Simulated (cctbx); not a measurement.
**A crystallographic session in cctbx: DySc2Pb2**

Library: cctbx 2025.11. The data are simulated by the first script.

## 1. Simulate the data

run.py:

```python
from cctbx import adptbx, crystal, miller, sgtbx, xray
from cctbx.array_family import flex
from iotbx.shelx import hklf
from scitbx import matrix
import scitbx.random

cs = crystal.symmetry(unit_cell=(4.674, 4.674, 11.772, 90, 90, 90), space_group_symbol='Hall: -I 4 2')  # I4/mmm
atoms = [  # label, site, U (iso, or U11 U22 U33 U12 U13 U23 in A^2), occupancy
    ("Pb1", (0.5, 0.5, 0.1226), (0.0065, 0.0065, 0.0079, 0.0000, 0.0000, 0.0000), 1),
    ("Dy1", (0, 0, 0), (0.0074, 0.0074, 0.0056, 0.0000, 0.0000, 0.0000), 1),
    ("Sc1", (0.5, 0, 0.25), (0.0112, 0.0112, 0.0144, 0.0000, 0.0000, 0.0000), 1),
]
xs = xray.structure(crystal_symmetry=cs)
for label, site, u, occ in atoms:
    u = adptbx.u_cif_as_u_star(cs.unit_cell(), u) if isinstance(u, tuple) else u
    xs.add_scatterer(xray.scatterer(label, site=site, u=u, occupancy=occ))
xs.set_inelastic_form_factors(0.71073, "sasaki")
xs.show_summary()
p1 = xs.expand_to_p1()
ms = miller.build_set(p1, anomalous_flag=True, d_min=0.65)
flex.set_random_seed(357830)
scitbx.random.set_random_seed(357830)
ms = ms.select(flex.random_double(ms.size()) < 0.7)
i = ms.structure_factors_from_scatterers(p1, algorithm="direct").f_calc().as_intensity_array().data()
i = i / flex.sqrt(1 + 0.3 * i / flex.max(i))  # extinction
i = i * 20000 / flex.max(i)
sig = flex.sqrt(i + flex.pow2(0.04 * i) + 2 ** 2)
noise = scitbx.random.variate(scitbx.random.normal_distribution())(i.size())
data = ms.array(data=i + sig * noise, sigmas=sig).set_observation_type_xray_intensity()
with open("data.hkl", "w") as f:
    data.export_as_shelx_hklf(f)
print("reflections written:", data.size(), " <I/sigma> = %.1f" % flex.mean(data.data() / data.sigmas()))
for h, a, b in list(data.sort("data"))[:12]:
    print("%4d%4d%4d %9.1f %7.1f" % (h + (a, b)))
```

```console
$ python run.py
```

```text
Number of scatterers: 3
At special positions: 3
Unit cell: (4.674, 4.674, 11.772, 90, 90, 90)
Space group: I 4/m m m (No. 139)
reflections written: 2765  <I/sigma> = 8.9
   2   0   0   20286.1   812.4
   0  -2   0   19977.9   812.4
  -2  -2   0   16728.8   627.8
   2   2   0   15304.8   627.8
   2  -2   0   14884.6   627.8
   1  -1   0   13878.9   527.5
   0   0   8   13689.6   547.4
  -1  -1   0   13119.2   527.5
  -1   1   0   12849.2   527.5
   0   4   0   11008.5   421.1
   0   1   3   10890.7   440.5
   1   0   3   10825.6   440.5
```

Run time: 0.26 s on 1 thread of Arm Neoverse V2 (shared host), peak memory 0.07 GiB.

## 2. Refinement (right model, isotropic)

run.py:

```python
import math
from cctbx import adptbx, crystal, maptbx, sgtbx, xray
from cctbx.array_family import flex
from cctbx.xray import observations
from iotbx.shelx import hklf
from scitbx.lstbx import normal_eqns_solving
from smtbx import absolute_structure, utils
from smtbx.refinement import constraints, least_squares

cs = crystal.symmetry(unit_cell=(4.674, 4.674, 11.772, 90, 90, 90), space_group_symbol='Hall: -I 4 2')  # I4/mmm
atoms = [  # label, site, U (iso, or U11 U22 U33 U12 U13 U23 in A^2), occupancy
    ("Pb1", (0.5, 0.5, 0.1252), 0.0200, 1),
    ("Dy1", (0, 0, 0), 0.0200, 1),
    ("Sc1", (0.5, 0, 0.25), 0.0200, 1),
]
xs = xray.structure(crystal_symmetry=cs)
for label, site, u, occ in atoms:
    u = adptbx.u_cif_as_u_star(cs.unit_cell(), u) if isinstance(u, tuple) else u
    xs.add_scatterer(xray.scatterer(label, site=site, u=u, occupancy=occ))
xs.set_inelastic_form_factors(0.71073, "sasaki")
raw = hklf.reader(file_name="data.hkl").as_miller_arrays(crystal_symmetry=cs, anomalous=True)[0]
merged = raw.eliminate_sys_absent().merge_equivalents()
fo2 = merged.array().set_observation_type_xray_intensity()
print("Rint %.3f, %d unique reflections to %.2f A" % (merged.r_int(), fo2.size(), fo2.d_min()))
for sc in xs.scatterers():
    sc.flags.set_grad_site(True)
    sc.flags.set_grad_u_aniso(sc.flags.use_u_aniso())
    sc.flags.set_grad_u_iso(sc.flags.use_u_iso())
obs = fo2.as_xray_observations()
extra = {}
rep = constraints.reparametrisation(xs, [], utils.connectivity_table(xs), **extra)
ls = least_squares.crystallographic_ls(obs, rep, weighting_scheme=least_squares.mainstream_shelx_weighting(a=0, b=0))
print("cycle     R1     wR2    GooF  max shift (A)")
for cycle in range(8):
    ls.build_up()
    r1, wr2, goof = ls.r1_factor(cutoff_factor=2)[0], ls.wR2(), ls.goof()
    old = xs.sites_cart()
    normal_eqns_solving.levenberg_marquardt_iterations(ls, n_max_iterations=3, tau=1e-06, step_threshold=1e-7)
    big = flex.max((xs.sites_cart() - old).norms())
    print("%4d %7.4f %7.4f %7.3f %9.5f" % (cycle + 1, r1, wr2, goof, big))
    ls.build_up(objective_only=True)
    if abs(ls.wR2() - wr2) < 5e-5 and big < 5e-4:
        break
ls.build_up()
print("final R1 %.4f wR2 %.4f GooF %.3f  parameters %d  data/parameter %.1f" % (ls.r1_factor(cutoff_factor=2)[0], ls.wR2(), ls.goof(), ls.n_parameters, fo2.size() / ls.n_parameters))
cov = ls.covariance_matrix_and_annotations()
su = dict(zip(cov.annotations, (math.sqrt(max(v, 0)) for v in cov.matrix.matrix_packed_u_diagonal())))
a2 = cs.unit_cell().reciprocal_parameters()[0] ** -2
print("atom        x        y        z      Ueq    occ   su(xyz)  su(Uiso or U11)")
for sc in xs.scatterers():
    s = max(su.get(sc.label + k, 0) for k in (".x", ".y", ".z"))
    npd = "" if sc.is_positive_definite_u(cs.unit_cell()) else "  NPD"
    print("%-5s %8.5f %8.5f %8.5f %8.4f %6.3f %8.5f %7.4f%s" % ((sc.label,) + sc.site + (sc.u_iso_or_equiv(cs.unit_cell()), sc.occupancy, s, su.get(sc.label + ".uiso", su.get(sc.label + ".u11", 0) * a2), npd)))
fo = fo2.f_sq_as_f()
fc = fo.structure_factors_from_scatterers(xs, algorithm="direct").f_calc()
diff = fo.f_obs_minus_f_calc(1 / math.sqrt(ls.scale_factor()), fc).average_bijvoet_mates()
m = diff.fft_map(symmetry_flags=maptbx.use_space_group_symmetry, resolution_factor=0.25).apply_volume_scaling()
print("difference map: max %.2f min %.2f rms %.2f" % (m.statistics().max(), m.statistics().min(), m.statistics().sigma()))
peaks = m.peak_search(parameters=maptbx.peak_search_parameters(min_distance_sym_equiv=0.6, max_clusters=6)).all()
near = xs.closest_distances(peaks.sites(), distance_cutoff=4)
sps = cs.special_position_settings(min_distance_sym_equiv=0.5)
for k, (x, h) in enumerate(zip(peaks.sites(), peaks.heights())):
    ss = sps.site_symmetry(x)
    print("Q%-3d %7.4f %7.4f %7.4f %4d %7.2f  %.2f A from %s" % ((k + 1,) + tuple(t % 1 for t in ss.exact_site()) + (ss.multiplicity(), h, near.smallest_distances[k], xs.scatterers()[near.i_seqs[k]].label)))
```

```console
$ python run.py
```

```text
Rint 0.035, 175 unique reflections to 0.65 A
cycle     R1     wR2    GooF  max shift (A)
   1  0.1893  0.4495  22.066   0.03080
   2  0.0173  0.0496   2.434   0.00004
final R1 0.0174 wR2 0.0496 GooF 2.434  parameters 4  data/parameter 43.8
atom        x        y        z      Ueq    occ   su(xyz)  su(Uiso or U11)
Pb1    0.50000  0.50000  0.12258   0.0067  1.000  0.00003  0.0002
Dy1    0.00000  0.00000  0.00000   0.0066  1.000  0.00000  0.0002
Sc1    0.50000  0.00000  0.25000   0.0116  1.000  0.00000  0.0004
difference map: max 2.76 min -5.28 rms 0.42
Q1    0.0000  0.0000  0.3443    4    2.98  0.39 A from Pb1
Q2    0.0000  0.0000  0.4149    4    2.73  0.44 A from Pb1
Q3    0.0000  0.0000  0.1848    4    1.06  2.18 A from Dy1
Q4    0.0862  0.0862  0.4727   16    0.98  1.26 A from Pb1
Q5    0.0800  0.0800  0.0000    8    0.95  0.53 A from Dy1
Q6    0.2527  0.2527  0.1196   16    0.88  1.64 A from Pb1
```

Time: 0.41 s.

## 3. Refinement (right model, anisotropic)

run.py, as its changes from the last script of this kind:

```diff
@@ -12,3 +12,3 @@
-    ("Pb1", (0.5, 0.5, 0.1252), 0.0200, 1),
-    ("Dy1", (0, 0, 0), 0.0200, 1),
-    ("Sc1", (0.5, 0, 0.25), 0.0200, 1),
+    ("Pb1", (0.5, 0.5, 0.12258), 0.0067, 1),
+    ("Dy1", (0, 0, 0), 0.0066, 1),
+    ("Sc1", (0.5, 0, 0.25), 0.0116, 1),
@@ -20,0 +21 @@
+xs.convert_to_anisotropic()
```

```console
$ python run.py
```

```text
Rint 0.035, 175 unique reflections to 0.65 A
cycle     R1     wR2    GooF  max shift (A)
   1  0.0175  0.0496   2.456   0.00030
   2  0.0117  0.0244   1.210   0.00000
final R1 0.0117 wR2 0.0244 GooF 1.210  parameters 7  data/parameter 25.0
atom        x        y        z      Ueq    occ   su(xyz)  su(Uiso or U11)
Pb1    0.50000  0.50000  0.12261   0.0066  1.000  0.00002  0.0001
Dy1    0.00000  0.00000  0.00000   0.0065  1.000  0.00000  0.0001
Sc1    0.50000  0.00000  0.25000   0.0119  1.000  0.00000  0.0003
difference map: max 1.04 min -3.64 rms 0.32
Q1    0.0000  0.0000  0.1851    4    1.05  2.18 A from Dy1
Q2    0.1022  0.1022  0.5000    8    0.89  1.59 A from Pb1
Q3    0.2545  0.2545  0.1237   16    0.69  1.62 A from Pb1
Q4    0.2537  0.2537  0.0000    8    0.66  1.68 A from Dy1
Q5    0.2034  0.2966  0.2500   16    0.59  1.34 A from Sc1
Q6    0.0000  0.2827  0.2592   16    0.58  1.02 A from Sc1
```

Time: 0.41 s.

## 4. Refinement

run.py, as its changes from the last script of this kind:

```diff
@@ -20 +20 @@
-xs.set_inelastic_form_factors(0.71073, "sasaki")
+# no anomalous dispersion
@@ -35 +35 @@
-for cycle in range(8):
+for cycle in range(12):
```

```console
$ python run.py
```

```text
Rint 0.035, 175 unique reflections to 0.65 A
cycle     R1     wR2    GooF  max shift (A)
   1  0.0242  0.0820   4.062   0.00085
   2  0.0132  0.0340   1.683   0.00000
final R1 0.0132 wR2 0.0340 GooF 1.683  parameters 7  data/parameter 25.0
atom        x        y        z      Ueq    occ   su(xyz)  su(Uiso or U11)
Pb1    0.50000  0.50000  0.12265   0.0071  1.000  0.00002  0.0001
Dy1    0.00000  0.00000  0.00000   0.0055  1.000  0.00000  0.0001
Sc1    0.50000  0.00000  0.25000   0.0099  1.000  0.00000  0.0004
difference map: max 1.35 min -4.97 rms 0.36
Q1    0.0000  0.0000  0.0263    4    1.35  0.31 A from Dy1
Q2    0.0000  0.0000  0.1844    4    1.09  2.17 A from Dy1
Q3    0.1049  0.1049  0.5000    8    0.90  1.60 A from Pb1
Q4    0.0000  0.2727  0.2557   16    0.66  1.06 A from Sc1
Q5    0.2162  0.3092  0.0000   16    0.66  1.76 A from Dy1
Q6    0.2416  0.2416  0.3734   16    0.65  1.60 A from Pb1
```

Time: 0.45 s.

This run holds a fault made on purpose: anomalous dispersion left out.

## 5. Refinement

run.py, as its changes from the last script of this kind:

```diff
@@ -14 +13,0 @@
-    ("Sc1", (0.5, 0, 0.25), 0.0116, 1),
@@ -20 +19 @@
-# no anomalous dispersion
+xs.set_inelastic_form_factors(0.71073, "sasaki")
```

```console
$ python run.py
```

```text
Rint 0.035, 175 unique reflections to 0.65 A
cycle     R1     wR2    GooF  max shift (A)
   1  0.2068  0.4885  24.053   0.01017
   2  0.2054  0.4343  21.382   0.00001
final R1 0.2053 wR2 0.4343 GooF 21.382  parameters 5  data/parameter 35.0
atom        x        y        z      Ueq    occ   su(xyz)  su(Uiso or U11)
Pb1    0.50000  0.50000  0.12171   0.0006  1.000  0.00030  0.0016
Dy1    0.00000  0.00000  0.00000   0.0031  1.000  0.00000  0.0021  NPD
difference map: max 124.08 min -7.90 rms 6.18
Q1    0.0000  0.5000  0.2500    4  124.08  2.78 A from Pb1
Q2    0.0000  0.0000  0.0000    2   99.40  0.00 A from Dy1
Q3    0.0000  0.0000  0.3702    4   90.25  0.10 A from Pb1
Q4    0.0000  0.3269  0.2903   16    3.80  1.85 A from Pb1
Q5    0.1420  0.3580  0.2500   16    3.65  2.35 A from Pb1
Q6    0.0000  0.3263  0.2112   16    3.47  2.49 A from Pb1
```

Time: 0.42 s.

This run holds a fault made on purpose: atom left out: Sc1.

## 6. Refinement

run.py:

```python
import math
from cctbx import adptbx, crystal, maptbx, sgtbx, xray
from cctbx.array_family import flex
from cctbx.xray import observations
from iotbx.shelx import hklf
from scitbx.lstbx import normal_eqns_solving
from smtbx import absolute_structure, utils
from smtbx.refinement import constraints, least_squares

cs = crystal.symmetry(unit_cell=(4.674, 4.674, 11.772, 90, 90, 90), space_group_symbol='Hall: -I 4 2')  # I4/mmm
atoms = [  # label, site, U (iso, or U11 U22 U33 U12 U13 U23 in A^2), occupancy
    ("Pb1", (0.5, 0.5, 0.12258), 0.0067, 1),
    ("Dy1", (0, 0, 0), 0.0066, 1),
]
xs = xray.structure(crystal_symmetry=cs)
for label, site, u, occ in atoms:
    u = adptbx.u_cif_as_u_star(cs.unit_cell(), u) if isinstance(u, tuple) else u
    xs.add_scatterer(xray.scatterer(label, site=site, u=u, occupancy=occ))
xs.set_inelastic_form_factors(0.71073, "sasaki")
xs.convert_to_anisotropic()
raw = hklf.reader(file_name="data.hkl").as_miller_arrays(crystal_symmetry=cs, anomalous=True)[0]
merged = raw.eliminate_sys_absent().merge_equivalents()
fo2 = merged.array().set_observation_type_xray_intensity()
print("Rint %.3f, %d unique reflections to %.2f A" % (merged.r_int(), fo2.size(), fo2.d_min()))
for sc in xs.scatterers():
    sc.flags.set_grad_site(True)
    sc.flags.set_grad_u_aniso(sc.flags.use_u_aniso())
    sc.flags.set_grad_u_iso(sc.flags.use_u_iso())
obs = fo2.as_xray_observations()
extra = {}
rep = constraints.reparametrisation(xs, [], utils.connectivity_table(xs), **extra)
ls = least_squares.crystallographic_ls(obs, rep, weighting_scheme=least_squares.mainstream_shelx_weighting(a=0, b=0))
print("cycle     R1     wR2    GooF  max shift (A)")
for cycle in range(12):
    ls.build_up()
    r1, wr2, goof = ls.r1_factor(cutoff_factor=2)[0], ls.wR2(), ls.goof()
    old = xs.sites_cart()
    normal_eqns_solving.levenberg_marquardt_iterations(ls, n_max_iterations=3, tau=1e-06, step_threshold=1e-7)
    big = flex.max((xs.sites_cart() - old).norms())
    print("%4d %7.4f %7.4f %7.3f %9.5f" % (cycle + 1, r1, wr2, goof, big))
    ls.build_up(objective_only=True)
    if abs(ls.wR2() - wr2) < 5e-5 and big < 5e-4:
        break
ls.build_up()
print("final R1 %.4f wR2 %.4f GooF %.3f  parameters %d  data/parameter %.1f" % (ls.r1_factor(cutoff_factor=2)[0], ls.wR2(), ls.goof(), ls.n_parameters, fo2.size() / ls.n_parameters))
cov = ls.covariance_matrix_and_annotations()
su = dict(zip(cov.annotations, (math.sqrt(max(v, 0)) for v in cov.matrix.matrix_packed_u_diagonal())))
a2 = cs.unit_cell().reciprocal_parameters()[0] ** -2
print("atom        x        y        z      Ueq    occ   su(xyz)  su(Uiso or U11)")
for sc in xs.scatterers():
    s = max(su.get(sc.label + k, 0) for k in (".x", ".y", ".z"))
    npd = "" if sc.is_positive_definite_u(cs.unit_cell()) else "  NPD"
    print("%-5s %8.5f %8.5f %8.5f %8.4f %6.3f %8.5f %7.4f%s" % ((sc.label,) + sc.site + (sc.u_iso_or_equiv(cs.unit_cell()), sc.occupancy, s, su.get(sc.label + ".uiso", su.get(sc.label + ".u11", 0) * a2), npd)))
fo = fo2.f_sq_as_f()
fc = fo.structure_factors_from_scatterers(xs, algorithm="direct").f_calc()
diff = fo.f_obs_minus_f_calc(1 / math.sqrt(ls.scale_factor()), fc).average_bijvoet_mates()
m = diff.fft_map(symmetry_flags=maptbx.use_space_group_symmetry, resolution_factor=0.25).apply_volume_scaling()
print("difference map: max %.2f min %.2f rms %.2f" % (m.statistics().max(), m.statistics().min(), m.statistics().sigma()))
peaks = m.peak_search(parameters=maptbx.peak_search_parameters(min_distance_sym_equiv=0.6, max_clusters=6)).all()
near = xs.closest_distances(peaks.sites(), distance_cutoff=4)
sps = cs.special_position_settings(min_distance_sym_equiv=0.5)
for k, (x, h) in enumerate(zip(peaks.sites(), peaks.heights())):
    ss = sps.site_symmetry(x)
    print("Q%-3d %7.4f %7.4f %7.4f %4d %7.2f  %.2f A from %s" % ((k + 1,) + tuple(t % 1 for t in ss.exact_site()) + (ss.multiplicity(), h, near.smallest_distances[k], xs.scatterers()[near.i_seqs[k]].label)))
```

```console
$ python run.py
```

```text
Rint 0.035, 175 unique reflections to 0.65 A
cycle     R1     wR2    GooF  max shift (A)
   1  0.2068  0.4885  24.053   0.01017
   2  0.2054  0.4343  21.382   0.00001
final R1 0.2053 wR2 0.4343 GooF 21.382  parameters 5  data/parameter 35.0
atom        x        y        z      Ueq    occ   su(xyz)  su(Uiso or U11)
Pb1    0.50000  0.50000  0.12171   0.0006  1.000  0.00030  0.0016
Dy1    0.00000  0.00000  0.00000   0.0031  1.000  0.00000  0.0021  NPD
difference map: max 124.08 min -7.90 rms 6.18
Q1    0.0000  0.5000  0.2500    4  124.08  2.78 A from Pb1
Q2    0.0000  0.0000  0.0000    2   99.40  0.00 A from Dy1
Q3    0.0000  0.0000  0.3702    4   90.25  0.10 A from Pb1
Q4    0.0000  0.3269  0.2903   16    3.80  1.85 A from Pb1
Q5    0.1420  0.3580  0.2500   16    3.65  2.35 A from Pb1
Q6    0.0000  0.3263  0.2112   16    3.47  2.49 A from Pb1
```

Run time: 0.42 s on 1 thread of Arm Neoverse V2 (shared host), peak memory 0.09 GiB.

This run holds a fault made on purpose: atom left out: Sc1.

[Logs are printed without paths, hosts, clocks, repeated set-up lines and the standing remarks that a program may print on its own settings, such as how far it seeks lower states.]
